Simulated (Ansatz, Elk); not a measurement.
# How far do independent atoms describe ScV?, part 2 of 2

The structure of ScV used here is made up (a known structure type with other elements) and was relaxed beforehand with PBE. The aim is the Fourier transform of its all-electron density, F(hkl), set beside the sum over free spherical atoms that refinements use.

Elk 11.2.3 (patched build); all-electron DFT.

So far: The starting structure; Ground state and structure factors; The magnetisation density; The highest occupied states alone.

The structure was built from a prototype and need not be the compound's stable phase.

### 5. Another functional

Level of this step: DFT, LDA (Perdew-Wang), all-electron APW+lo, Dirac cores, scalar-relativistic bands, static density, ferromagnetic start (Elk).

The difference from free atoms is small, so it is set against the change that LDA (Perdew-Wang) makes.

Contents of elk.in:

```
tasks
  0
  195
  196

xctype
  3

spinpol
  .true.

rgkmax
  7.0

gmaxvr
  14.0

lmaxo
  7

lmaxapw
  8

swidth
  0.002

tshift
  .false.

ramdisk
  .false.

hmaxvr
  5.5

maxscl
  120

epspot
  1e-06

reducebf
  0.8

sppath
  './'

avec
  6.41561161758 -0.00000000000 -0.00000000000
  0.00000000000 6.41561161758 -0.00000000000
  -0.00000000000 -0.00000000000 6.41561161758

atoms
  2
  'V.in'
  1
  0.0000000000 -0.0000000000 -0.0000000000   0.000000 0.000000 -0.115000
  'Sc.in'
  1
  0.5000000000 0.5000000000 0.5000000000   0.000000 0.000000 -0.020000

ngridk
  6 6 6
```

On the command line:

```sh
$ OMP_NUM_THREADS=4 elk
```

Numbers of over 12 decimals in the logs are rounded to 6 here.

Log:

```text
┌─────────────────────────┐
│ Elk code version 11.2.3 │
└─────────────────────────┘

All units are atomic (Hartree, Bohr, etc.)

┌─────────────────────────────────────────────────┐
│ Ground-state run starting from atomic densities │
└─────────────────────────────────────────────────┘

Lattice vectors :
   6.415611618      -0.000000000      -0.000000000
   0.000000000       6.415611618      -0.000000000
  -0.000000000      -0.000000000       6.415611618

Reciprocal lattice vectors :
  0.9793587395       0.000000000       0.000000000
[...]
total in muffin-tins        :    40.65014758
 total calculated charge     :    44.00000514
 total charge                :    44.00000000
 error                       :   0.5140652604E-05

Moments :
 interstitial                :   0.7540709455
 muffin-tins
  species : 1 (V)
   atom 1                    :    2.104405910
  species : 2 (Sc)
   atom 1                    :   0.3309430001
 total in muffin-tins        :    2.435348910
 total moment                :    3.189419856

┌──────────────────────────────┐
│ Self-consistent loop stopped │
└──────────────────────────────┘

Wrote STATE.OUT
[key lines of the parts left out:]
total energy                :     -1709.8850611139
```

Elapsed: 21 s, on 4 threads of Arm Neoverse V1, shared host; peak memory 0.16 GiB.

Against the first run R = 0.06 %; the largest change is -0.034 at 200. The moment goes from 3.34 to 3.19 μB.

### 6. Basis size

A smaller basis shows how fast F responds to it; the change is likely larger than the basis error of the first run, but doesn't show convergence.

elk.in, as its differences from that of step 5:

```diff
@@ -6,3 +6,3 @@
 xctype
-  3
+  20
 
@@ -12,3 +12,3 @@
 rgkmax
-  7.0
+  5.5
```

On the command line:

```sh
$ OMP_NUM_THREADS=4 elk
```

Log:

```text
┌─────────────────────────┐
│ Elk code version 11.2.3 │
└─────────────────────────┘

All units are atomic (Hartree, Bohr, etc.)

┌─────────────────────────────────────────────────┐
│ Ground-state run starting from atomic densities │
└─────────────────────────────────────────────────┘

Lattice vectors :
   6.415611618      -0.000000000      -0.000000000
   0.000000000       6.415611618      -0.000000000
  -0.000000000      -0.000000000       6.415611618

Reciprocal lattice vectors :
  0.9793587395       0.000000000       0.000000000
[...]
total in muffin-tins        :    40.51095183
 total calculated charge     :    43.99999423
 total charge                :    44.00000000
 error                       :   0.5767484062E-05

Moments :
 interstitial                :   0.8570362604
 muffin-tins
  species : 1 (V)
   atom 1                    :    2.147582117
  species : 2 (Sc)
   atom 1                    :   0.3137199775
 total in muffin-tins        :    2.461302094
 total moment                :    3.318338355

┌──────────────────────────────┐
│ Self-consistent loop stopped │
└──────────────────────────────┘

Wrote STATE.OUT
[key lines of the parts left out:]
total energy                :     -1713.4607855275
```

Run time: 40 s. Hardware: 4 threads; peak memory 0.17 GiB.

Against the first run R = 0.05 %; the largest change is -0.041 at 110. The moment goes from 3.34 to 3.32 μB.

### 7. Basis size

The basis and the expansions that go with it are enlarged, to see whether the differences are converged.

elk.in, as its differences from that of step 6:

```diff
@@ -12,12 +12,12 @@
 rgkmax
-  5.5
+  8.5
 
 gmaxvr
-  14.0
+  18.0
 
 lmaxo
-  7
+  9
 
 lmaxapw
-  8
+  10
```

On the command line:

```sh
$ OMP_NUM_THREADS=4 elk
```

Log:

```text
┌─────────────────────────┐
│ Elk code version 11.2.3 │
└─────────────────────────┘

All units are atomic (Hartree, Bohr, etc.)

┌─────────────────────────────────────────────────┐
│ Ground-state run starting from atomic densities │
└─────────────────────────────────────────────────┘

Lattice vectors :
   6.415611618      -0.000000000      -0.000000000
   0.000000000       6.415611618      -0.000000000
  -0.000000000      -0.000000000       6.415611618

Reciprocal lattice vectors :
  0.9793587395       0.000000000       0.000000000
[...]
total in muffin-tins        :    40.63080145
 total calculated charge     :    44.00000968
 total charge                :    44.00000000
 error                       :   0.9680321071E-05

Moments :
 interstitial                :   0.8019088147
 muffin-tins
  species : 1 (V)
   atom 1                    :    2.213842852
  species : 2 (Sc)
   atom 1                    :   0.3349582167
 total in muffin-tins        :    2.548801068
 total moment                :    3.350709883

┌──────────────────────────────┐
│ Self-consistent loop stopped │
└──────────────────────────────┘

Wrote STATE.OUT
[key lines of the parts left out:]
total energy                :     -1713.5276292945
```

The job ended after 63 s (4 threads; peak memory 0.27 GiB).

Against the first run R = 0.02 %; the largest change is -0.007 at 220. The moment goes from 3.34 to 3.35 μB.

### 8. Settings against the effect

| run | R against the first run (%) | R against neutral atoms, low angle (%) | wall time |
| --- | --- | --- | --- |
| PBE, rgkmax 7 | 0.00 | 0.70 | 45 s |
| LDA (Perdew-Wang) | 0.06 | 0.73 | 21 s |
| rgkmax 5.5 | 0.05 | 0.79 | 40 s |
| rgkmax 8.5 with larger expansions | 0.02 | 0.68 | 63 s |

### 9. Results

- R against neutral atoms, sin θ/λ < 0.3 Å⁻¹: 0.70 %
- R against neutral atoms, 0.3 to 0.81 Å⁻¹: 0.34 %

What this shows: Independent neutral atoms miss the calculated amplitudes by R = 0.70 % below 0.3 Å⁻¹ and 0.34 % from there to 0.81 Å⁻¹; by shells, 3.36 % below 0.15 Å⁻¹ (1 form), 0.64 % 0.15 to 0.3 (3 forms), 0.31 % 0.3 to 0.45 (5 forms), 0.34 % above 0.45 (24 forms). Bonding, aspherical density and the tables' own atoms all enter these figures, and the runs don't part them. The largest change of an amplitude is -0.23 electrons, at 110. The magnetic order is that of the start. No other order was tried here, and an antiferromagnetic one would change or move the magnetic intensity. The window's part falls from 8.0 electrons at the origin to at most 0.32 between 0.45 and 0.81 Å⁻¹. Below 0.3 Å⁻¹ the changes that finished (LDA (Perdew-Wang), rgkmax 5.5 and rgkmax 8.5 with larger expansions) move F by R = 0.10 % at most, against the 0.70 % that separates it from free atoms. The magnetic factors move by R = 5.9 % (LDA (Perdew-Wang)), 2.3 % (rgkmax 5.5) and 0.6 % (rgkmax 8.5 with larger expansions), so they aren't settled to better than that. The k-mesh has no finished test. Part of the difference isn't bonding: the tables are fits to free atoms and ions calculated by other methods than this functional. Thermal motion, anomalous dispersion and extinction are left out.

[Logs are printed without paths, hosts, clocks, repeated set-up lines and the standing remarks that a program may print on its own settings, such as how far it seeks lower states.]

[Hosts, paths, dates, database ids (printed as entryN), source tags and the programs' standing remarks are cut or masked in the printed files.]
